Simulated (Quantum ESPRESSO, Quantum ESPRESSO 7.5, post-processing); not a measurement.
**1T-SnO2, 1 layer: vacuum convergence**

Wanted: the cheapest sound input for 1T-SnO2, 1 layer, from a series that sets result against time.

Method: plane-wave DFT, PBE, GBRV ultrasoft pseudopotentials, in Quantum ESPRESSO 7.5.

Most raw output is cut from this account.

### 1. The starting structure

The cell holds 3 atoms: 2 O and 1 Sn. Cell: a = 3.220 Å, b = 3.220 Å, c = 25.789 Å, α = 90.0°, β = 90.0°, γ = 120.0°. It derives from SnO2. Vacuum lies along c.

This sheet is a model structure: its symmetry is held, and its stability is not tested here.

### 2. Self-consistent run: 24 Å of vacuum

The first run is the reference of the series.

Input file c0.in:

```
&control
  prefix = 'c0'
  outdir = './out'
  pseudo_dir = './pseudo'
  calculation = 'scf'
  tprnfor = .true.
/
&system
  ibrav = 0
  nat = 3
  ntyp = 2
  ecutwfc = 40
  ecutrho = 200
  occupations = 'smearing'
  smearing = 'fd'
  degauss = 0.004
/
&electrons
  conv_thr = 1e-07
  mixing_beta = 0.4
  electron_maxstep = 120
  mixing_mode = 'local-TF'
/
ATOMIC_SPECIES
  O   15.9990  o_pbe_v1.2.uspp.F.UPF
  Sn  118.7100  sn_pbe_v1.4.uspp.F.UPF
CELL_PARAMETERS angstrom
  3.22000000000000 0.00000000000000 0.00000000000000
  -1.61000000000000 2.78860180018589 0.00000000000000
  0.00000000000000 0.00000000000000 25.78885438199983
ATOMIC_POSITIONS crystal
  O   0.666666666667 0.333333333333 0.465317296466
  Sn  0.000000000000 0.000000000000 0.500000000000
  O   0.333333333333 0.666666666667 0.534682703534
K_POINTS automatic
  12 12 1 0 0 0
```

Run with:

```bash
> OMP_NUM_THREADS=1 mpirun -n 4 pw.x -nk 4 -in c0.in > c0.out
```

Elapsed: 32 s, on 4 MPI ranks of Intel Xeon Platinum 8488C (Sapphire Rapids), shared host; peak memory 0.65 GiB.

Read from the output:

- free energy: -3045.6691 eV
- Fermi energy: -3.542 eV
- valence top, on the run's zero: -5.247 eV
- conduction bottom, on the run's zero: -2.475 eV
- gap by band count: 2.772 eV

The program's own clock; routines nest. Time by routine:

```tsv
routine	wall time (s)	calls
PWSCF	30.8	1
electrons	28.2	1
c_bands	15.5	16
cegterg	10.32	80
h_psi	7.44	665
vloc_psi	6	665
mix_rho	5.71	16
fftw	5.24	9948
sum_band	3.92	16
newd	2.27	17
ffts	2.2	1868
init_run	1.96	1
v_of_rho	1.07	17
calbec	0.96	765
```

The run needed 16 iterations to bring the estimated error under 1e-07 Ry; the largest force on any atom, held or free, is 1.76 eV/Å, so this geometry is far from relaxed and its levels are not those of the real material.

### 3. Electrostatic potential

The vacuum level is read from the electrostatic potential (plot_num = 11), averaged over planes.

Input file c0.pot.in:

```
&inputpp
  prefix = 'c0'
  outdir = './out'
  filplot = 'c0.pot.dat'
  plot_num = 11
/
```

Run with:

```bash
> OMP_NUM_THREADS=1 mpirun -n 4 pp.x -in c0.pot.in > c0.pot.out
```

The job ended after 1.3 s (4 MPI ranks; peak memory 0.1 GiB; 4.3 s of CPU time).

This step gave:

- potential in the middle of the vacuum, over the valence top: 7.866 eV

Electrostatic potential energy of an electron; zero at the highest filled level of the SCF mesh. Table of potential energy, planar mean by z:

z (Å), potential energy, planar mean (eV) and a bar from the least value:
```
        0        7.9 ##############################
        1        7.9 ##############################
        2        7.9 ##############################
        3        7.9 ##############################
        4        7.9 ##############################
        5        7.9 ##############################
        6        7.9 ##############################
        7        7.9 ##############################
        8        7.9 ##############################
        9        7.9 ##############################
       10        7.8 ##############################
       11        7.1 #############################
       12       -8.5 #########
       13      -15.4 
       14       -3.8 ###############
       15        7.5 ##############################
       16        7.9 ##############################
       17        7.9 ##############################
       18        7.9 ##############################
       19        7.9 ##############################
       20        7.9 ##############################
       21        7.9 ##############################
       22        7.9 ##############################
       23        7.9 ##############################
       24        7.9 ##############################
       25        7.9 ##############################
```

Inside the slab this potential holds the local part of the pseudopotentials, which can be repulsive at the nuclei; only its value in the vacuum has a meaning of its own.

### 4. Self-consistent run: 18 Å of vacuum

c2.in, as its differences from the input of step 2:

```diff
@@ -1,3 +1,3 @@
 &control
-  prefix = 'c0'
+  prefix = 'c2'
   outdir = './out'
@@ -29,7 +29,7 @@
   -1.61000000000000 2.78860180018589 0.00000000000000
-  0.00000000000000 0.00000000000000 25.78885438199983
+  0.00000000000000 0.00000000000000 19.78885438199983
 ATOMIC_POSITIONS crystal
-  O   0.666666666667 0.333333333333 0.465317296466
+  O   0.666666666667 0.333333333333 0.454801466839
   Sn  0.000000000000 0.000000000000 0.500000000000
-  O   0.333333333333 0.666666666667 0.534682703534
+  O   0.333333333333 0.666666666667 0.545198533161
 K_POINTS automatic
```

Run with:

```bash
> OMP_NUM_THREADS=1 mpirun -n 4 pw.x -nk 4 -in c2.in > c2.out
```

The job ended after 17 s (4 MPI ranks; peak memory 0.43 GiB).

Read from the output:

```
Fermi energy                         : -2.749 eV
valence top, on the run's zero       : -4.453 eV
conduction bottom, on the run's zero : -1.680 eV
gap by band count                    : 2.773 eV
```

The program's own clock; routines nest. Time by routine:

```tsv
routine	wall time (s)	calls
PWSCF	15.95	1
electrons	13.52	1
c_bands	7.06	14
cegterg	5.56	70
h_psi	4.17	516
vloc_psi	3.42	516
fftw	3.08	8440
mix_rho	2.8	14
sum_band	1.99	14
init_run	1.93	1
ffts	1.5	1618
newd	1.16	15
fft	0.89	204
hinit0	0.83	1
```

### 5. Electrostatic potential

Input file c2.pot.in:

```
&inputpp
  prefix = 'c2'
  outdir = './out'
  filplot = 'c2.pot.dat'
  plot_num = 11
/
```

Run with:

```bash
> OMP_NUM_THREADS=1 mpirun -n 4 pp.x -in c2.pot.in > c2.pot.out
```

Wall time 1.4 s (4 MPI ranks); peak memory 0.1 GiB.

Counted from each run's own zero (the valence top), the vacuum level differs from the first run's by +0 meV.

### 6. SCF with pw.x: 14 Å of vacuum

c4.in, as its differences from the input of step 4:

```diff
@@ -1,3 +1,3 @@
 &control
-  prefix = 'c2'
+  prefix = 'c4'
   outdir = './out'
@@ -29,7 +29,7 @@
   -1.61000000000000 2.78860180018589 0.00000000000000
-  0.00000000000000 0.00000000000000 19.78885438199983
+  0.00000000000000 0.00000000000000 15.78885438199983
 ATOMIC_POSITIONS crystal
-  O   0.666666666667 0.333333333333 0.454801466839
+  O   0.666666666667 0.333333333333 0.443350722645
   Sn  0.000000000000 0.000000000000 0.500000000000
-  O   0.333333333333 0.666666666667 0.545198533161
+  O   0.333333333333 0.666666666667 0.556649277355
 K_POINTS automatic
```

Run with:

```bash
> OMP_NUM_THREADS=1 mpirun -n 4 pw.x -nk 4 -in c4.in > c4.out
```

The job ended after 12 s (4 MPI ranks; peak memory 0.44 GiB).

This step gave:

* Fermi energy: -1.884 eV
* valence top, on the run's zero: -3.588 eV
* conduction bottom, on the run's zero: -0.8152 eV
* gap by band count: 2.772 eV

The program's own clock; routines nest. Time by routine:

```tsv
routine	wall time (s)	calls
PWSCF	11.58	1
electrons	10.33	1
c_bands	5.46	14
cegterg	4.43	70
h_psi	3.35	411
vloc_psi	2.77	411
fftw	2.62	8148
mix_rho	2.4	14
sum_band	1.43	14
ffts	1.04	1608
init_run	0.94	1
newd	0.64	15
v_of_rho	0.46	15
calbec	0.41	501
```

### 7. Electrostatic potential

Input file c4.pot.in:

```
&inputpp
  prefix = 'c4'
  outdir = './out'
  filplot = 'c4.pot.dat'
  plot_num = 11
/
```

Run with:

```bash
> OMP_NUM_THREADS=1 mpirun -n 4 pp.x -in c4.pot.in > c4.pot.out
```

It took 1.2 s on 4 MPI ranks; peak memory 0.1 GiB; 4 s of CPU time.

Counted from each run's own zero (the valence top), the vacuum level differs from the first run's by -0 meV.

### 8. Ground state: 12 Å of vacuum

c6.in, as its differences from the input of step 6:

```diff
@@ -1,3 +1,3 @@
 &control
-  prefix = 'c4'
+  prefix = 'c6'
   outdir = './out'
@@ -29,7 +29,7 @@
   -1.61000000000000 2.78860180018589 0.00000000000000
-  0.00000000000000 0.00000000000000 15.78885438199983
+  0.00000000000000 0.00000000000000 13.78885438199983
 ATOMIC_POSITIONS crystal
-  O   0.666666666667 0.333333333333 0.443350722645
+  O   0.666666666667 0.333333333333 0.435134046222
   Sn  0.000000000000 0.000000000000 0.500000000000
-  O   0.333333333333 0.666666666667 0.556649277355
+  O   0.333333333333 0.666666666667 0.564865953778
 K_POINTS automatic
```

Run with:

```bash
> OMP_NUM_THREADS=1 mpirun -n 4 pw.x -nk 4 -in c6.in > c6.out
```

The job ended after 11 s (4 MPI ranks; peak memory 0.41 GiB).

Read from the output:

| Quantity | Value |
| --- | --- |
| Fermi energy | -1.266 eV |
| valence top, on the run's zero | -2.968 eV |
| conduction bottom, on the run's zero | -0.1956 eV |

The program's own clock; routines nest. Time by routine:

```tsv
routine	wall time (s)	calls
PWSCF	10.07	1
electrons	8.24	1
c_bands	4.37	13
cegterg	3.4	65
h_psi	2.65	346
vloc_psi	2.2	346
fftw	2.1	7407
mix_rho	1.77	13
init_run	1.54	1
sum_band	1.24	13
ffts	0.92	1483
hinit0	0.78	1
fft	0.76	191
newd	0.52	14
```

### 9. Potential by pp.x

Input file c6.pot.in:

```
&inputpp
  prefix = 'c6'
  outdir = './out'
  filplot = 'c6.pot.dat'
  plot_num = 11
/
```

Run with:

```bash
> OMP_NUM_THREADS=1 mpirun -n 4 pp.x -in c6.pot.in > c6.pot.out
```

The job ended after 1.4 s (4 MPI ranks; peak memory 0.1 GiB).

Counted from each run's own zero (the valence top), the vacuum level differs from the first run's by -0 meV.

### 10. SCF with pw.x: 10 Å of vacuum

c8.in, as its differences from the input of step 8:

```diff
@@ -1,3 +1,3 @@
 &control
-  prefix = 'c6'
+  prefix = 'c8'
   outdir = './out'
@@ -29,7 +29,7 @@
   -1.61000000000000 2.78860180018589 0.00000000000000
-  0.00000000000000 0.00000000000000 13.78885438199983
+  0.00000000000000 0.00000000000000 11.78885438199983
 ATOMIC_POSITIONS crystal
-  O   0.666666666667 0.333333333333 0.435134046222
+  O   0.666666666667 0.333333333333 0.424129422417
   Sn  0.000000000000 0.000000000000 0.500000000000
-  O   0.333333333333 0.666666666667 0.564865953778
+  O   0.333333333333 0.666666666667 0.575870577583
 K_POINTS automatic
```

Run with:

```bash
> OMP_NUM_THREADS=1 mpirun -n 4 pw.x -nk 4 -in c8.in > c8.out
```

The job ended after 8.9 s (4 MPI ranks; peak memory 0.38 GiB).

Numbers from this step:

| Quantity | Value |
| --- | --- |
| Fermi energy | -0.4371 eV |
| valence top, on the run's zero | -2.137 eV |
| conduction bottom, on the run's zero | 0.6352 eV |

The program's own clock; routines nest. Time by routine:

```tsv
routine	wall time (s)	calls
PWSCF	8.18	1
electrons	6.75	1
c_bands	3.59	13
cegterg	2.64	65
h_psi	2.08	315
vloc_psi	1.72	315
fftw	1.65	7297
mix_rho	1.38	13
init_run	1.18	1
sum_band	0.98	13
ffts	0.77	1475
newd	0.55	14
hinit0	0.53	1
fft	0.46	191
```

### 11. Electrostatic potential

Input file c8.pot.in:

```
&inputpp
  prefix = 'c8'
  outdir = './out'
  filplot = 'c8.pot.dat'
  plot_num = 11
/
```

Run with:

```bash
> OMP_NUM_THREADS=1 mpirun -n 4 pp.x -in c8.pot.in > c8.pot.out
```

Run time: 1.2 s. Hardware: 4 MPI ranks; peak memory 0.1 GiB.

Counted from each run's own zero (the valence top), the vacuum level differs from the first run's by -0 meV.

### 12. SCF with pw.x: 8 Å of vacuum

c10.in, as its differences from the input of step 10:

```diff
@@ -1,3 +1,3 @@
 &control
-  prefix = 'c8'
+  prefix = 'c10'
   outdir = './out'
@@ -29,7 +29,7 @@
   -1.61000000000000 2.78860180018589 0.00000000000000
-  0.00000000000000 0.00000000000000 11.78885438199983
+  0.00000000000000 0.00000000000000 9.78885438199983
 ATOMIC_POSITIONS crystal
-  O   0.666666666667 0.333333333333 0.424129422417
+  O   0.666666666667 0.333333333333 0.408628001184
   Sn  0.000000000000 0.000000000000 0.500000000000
-  O   0.333333333333 0.666666666667 0.575870577583
+  O   0.333333333333 0.666666666667 0.591371998816
 K_POINTS automatic
```

Run with:

```bash
> OMP_NUM_THREADS=1 mpirun -n 4 pw.x -nk 4 -in c10.in > c10.out
```

Wall time 7 s (4 MPI ranks); peak memory 0.35 GiB.

Read from the output:

| Item | Value |
| --- | --- |
| free energy | -3045.6690 eV |
| Fermi energy | 0.7212 eV |
| valence top, on the run's zero | -0.9658 eV |
| conduction bottom, on the run's zero | 1.803 eV |
| gap by band count | 2.769 eV |

The program's own clock; routines nest. Time by routine:

```tsv
routine	wall time (s)	calls
PWSCF	6.28	1
electrons	5.14	1
c_bands	2.71	12
cegterg	1.92	60
h_psi	1.48	278
vloc_psi	1.24	278
fftw	1.21	6632
mix_rho	1.04	12
init_run	0.88	1
sum_band	0.8	12
ffts	0.56	1378
hinit0	0.48	1
fft	0.42	178
newd	0.36	13
```

### 13. Potential by pp.x

Input file c10.pot.in:

```
&inputpp
  prefix = 'c10'
  outdir = './out'
  filplot = 'c10.pot.dat'
  plot_num = 11
/
```

Run with:

```bash
> OMP_NUM_THREADS=1 mpirun -n 4 pp.x -in c10.pot.in > c10.pot.out
```

The job ended after 1.2 s (4 MPI ranks; peak memory 0.1 GiB).

Counted from each run's own zero (the valence top), the vacuum level differs from the first run's by -0 meV.

### 14. The series side by side

All levels:

```tsv
level	vacuum level over the valence top (eV)	its change from the first (meV)	energy from the first (meV an atom)	SCF iterations	wall time (s)	peak memory (GiB)	CPU time (s)
24 Å of vacuum	7.866	0	0	16	31.55	0.65	125.1
18 Å of vacuum	7.866	0.174	-0.002222	14	16.68	0.43	65.77
14 Å of vacuum	7.866	-0.09012	-1.81e-4	14	12.32	0.44	48.23
12 Å of vacuum	7.866	-0.06392	-0.003764	13	10.78	0.41	42.22
10 Å of vacuum	7.866	-0.2446	-0.002676	13	8.9	0.38	34.71
8 Å of vacuum	7.866	-0.3554	0.01628	12	7	0.35	27.07
```

### 15. What came out

```
vacuum level over the valence top, 24 Å of vacuum                                                                  : 7.866 eV
cheapest step of the main series that, with all steps before it, keeps the vacuum level within 20 meV of the first : 8 Å of vacuum: -0 meV, 27 s of CPU time against 2.1 min
setting with the largest shift of the level                                                                        : 8 Å of vacuum: -0 meV
```

The cheapest step of the main series that, with all steps before it, keeps the vacuum level within 20 meV of the first is 8 Å of vacuum: -0 meV, 27 s of CPU time against 2.1 min. Over the series the energy moves by up to 0.0163 meV an atom and the vacuum level by up to 0 meV. The level is read in the middle of the vacuum, where a short gap still holds the tails of both faces. The times come from a shared host and are rough. Peak memory is sampled during the run and can miss the peak. The geometry is as built, not relaxed.

[Logs are printed without paths, hosts, clocks, repeated set-up lines and the standing remarks that a program may print on its own settings, such as how far it seeks lower states.]

[Hosts, paths, dates, database ids (printed as entryN), source tags and the programs' standing remarks are cut or masked in the printed files.]

[Maps of the electrostatic potential energy from Ansatz leave out the sawtooth potential of an applied field or a dipole correction, so their vacuum need not be flat; planar profiles and work functions include it.]
